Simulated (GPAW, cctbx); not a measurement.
# By hand: from a DFT structure factor to an extinction distance in CuPb2SO2

CuPb2SO2, P4/mmm (no. 123), a = 3.9343 Å, b = 3.9343 Å, c = 6.8518 Å, α = 90.00°, β = 90.00°, γ = 90.00°.

| atom | mult. | x | y | z |
| --- | --- | --- | --- | --- |
| Pb1 | 2 | 1/2 | 1/2 | 0.2432 |
| Cu1 | 1 | 0 | 0 | 1/2 |
| S1 | 1 | 0 | 0 | 0 |
| O1 | 2 | 1/2 | 0 | 1/2 |

The start was made by putting kin elements into a known structure type; the compound need not exist, or be stable, in this form.

A DFT run (GPAW, PBE, 550 eV, 5×5×3 k-points (along the axes of the calculation cell), Fermi–Dirac width 0.05 eV) gives the static X-ray structure factor of 111 as 5.830 e for the conventional cell; superposed free atoms give 5.053 e. **Problem.** Find the Fourier component V of the crystal potential and the two-beam extinction distance at 200 kV in both cases.

## Step 1: Geometry

The cell volume is Ω = 106.06 Å³ and d(111) = 2.5776 Å, so g = 1/d = 0.3880 Å⁻¹.

## Step 2: The nuclei

Electrons feel nuclei as well as electrons, so the nuclear charges are summed with the same phases.

Phase sums Σ exp(2πi h·x), turned so that the total is real and positive: Pb +0.086, Cu -1.000, S +1.000, O +2.000. Then F_Z = 82 × (+0.086) + 29 × (-1.000) + 16 × (+1.000) + 8 × (+2.000) = 10.03 e. The electron term has the same sign for this reflection.

## Step 3: Mott–Bethe

Poisson's equation, term by term, gives V = (e/4πε₀)(F_Z − F)/(πΩg²), with e/4πε₀ = 14.3996 V Å.

The prefactor is 14.3996 × 2.5776²/(π × 106.06) = 0.28714 V per electron. Free atoms: (10.03 − 5.053) × 0.28714 = 1.430 V. Crystal: (10.03 − 5.830) × 0.28714 = 1.207 V. F changes by +15.38 % and V by -15.6 %: the same 0.78 e is measured against F_Z − F = 5.0 e in place of F = 5.1 e.

## Step 4: Extinction distance

In the two-beam case ξ = 1/(λU) with U = 2γm₀eV/h², that is ξ = 150.41 V Å²/(γλV).

At 200 kV, λ = 0.02508 Å and γ = 1.3914. Free atoms: ξ = 3015 Å. Crystal: ξ = 3572 Å. The thickness fringes go as sin²(πt/ξ), so the two patterns slip by a quarter of a period when t|1/ξ₁ − 1/ξ₀| = 1/4, at t ≈ 483 nm. Thermal motion, absorption and many-beam coupling, left out here, change a real pattern.

## Step 5: Answer

V(111) is 1.21 V against 1.43 V, and ξ is 3572 against 3015 Å. Limits: static atoms, two beams; no Hubbard U on Cu.
